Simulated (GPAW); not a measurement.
The Ge K edge of atom 2 in CsGeCl3 (R3m), with 3 Cl at 2.37 Å (pyramidal, site symmetry 3m), was computed in 2 ways: full core hole (charged cell) and no core hole. Program and functional: GPAW, LDA, Gaussian full width 1.96 eV up to 4 eV, rising linearly to 3.5 eV at 25 eV; cells of 5 and 10 atoms (the run without a hole in the smaller).

Each run is counted from its own lowest empty level or Fermi level and scaled to a mean of 1 over its first 20 eV.

```
E (eV)  run 1  run 2
  -2.0   0.05   0.02
  -1.4   0.32   0.12
  -0.8   1.23   0.44
  -0.2   3.01   1.03
   0.4   4.69   1.73
   1.0   4.67   2.36
   1.6   3.02   2.78
   2.2   1.49   2.78
   2.8   1.01   2.42
   3.4   1.02   1.94
   4.0   0.87   1.38
   4.6   0.58   0.85
   5.2   0.38   0.51
   5.8   0.30   0.40
   6.4   0.28   0.43
   7.0   0.31   0.49
   7.6   0.38   0.56
   8.2   0.48   0.59
   8.8   0.55   0.59
   9.4   0.56   0.57
  10.0   0.57   0.55
  10.6   0.58   0.57
  11.2   0.60   0.62
  11.8   0.63   0.68
  12.4   0.66   0.73
  13.0   0.70   0.77
  13.6   0.76   0.79
  14.2   0.83   0.81
  14.8   0.89   0.83
  15.4   0.92   0.83
  16.0   0.90   0.81
  16.6   0.83   0.79
  17.2   0.76   0.78
  17.8   0.71   0.78
  18.4   0.70   0.78
  19.0   0.71   0.78
  19.6   0.73   0.76
  20.2   0.74   0.73
  20.8   0.75   0.71
  21.4   0.74   0.70
  22.0   0.72   0.70
  22.6   0.68   0.69
  23.2   0.65   0.67
  23.8   0.62   0.64
  24.4   0.60   0.61
  25.0   0.59   0.58
  25.6   0.59   0.56
  26.2   0.58   0.56
  26.8   0.58   0.57
  27.4   0.58   0.59
  28.0   0.61   0.63
  28.6   0.64   0.68
  29.2   0.69   0.73
  29.8   0.74   0.76
  30.4   0.78   0.78
  31.0   0.79   0.77
  31.6   0.78   0.76
```

Question: Which run is which?

Run 1: full core hole (charged cell) (area from −2 to 6 eV 13.5, main maxima 0.6 eV (4.92) and 15.4 eV (0.92)). Run 2: no core hole (area from −2 to 6 eV 11.2, main maxima 1.8 eV (2.83) and 15.2 eV (0.83)). With each curve scaled to its own mean, the area from −2 to 6 eV with the hole is 13.5 against 11.2, and the centre of weight from −1 to 20 eV moves by -1.0 eV: the hole pulls the absorber's empty states down.

[Banner, clock and machine lines of the logs are left out without a mark of their own.]

[Logs are printed without paths, hosts, clocks, repeated set-up lines and the standing remarks that a program may print on its own settings, such as how far it seeks lower states.]

[Hosts, paths, dates, database ids (printed as entryN), source tags and the programs' standing remarks are cut or masked in the printed files.]

[Lists of maxima count a maximum above −3 eV only where it reaches 4 % of the highest in the window and stands out from its surroundings by 2 % of it (1.5 % where it reaches 55 %); shoulders and weaker maxima are passed over, and of the rest the first, up to two pre-edge ones and the few strongest are named.]
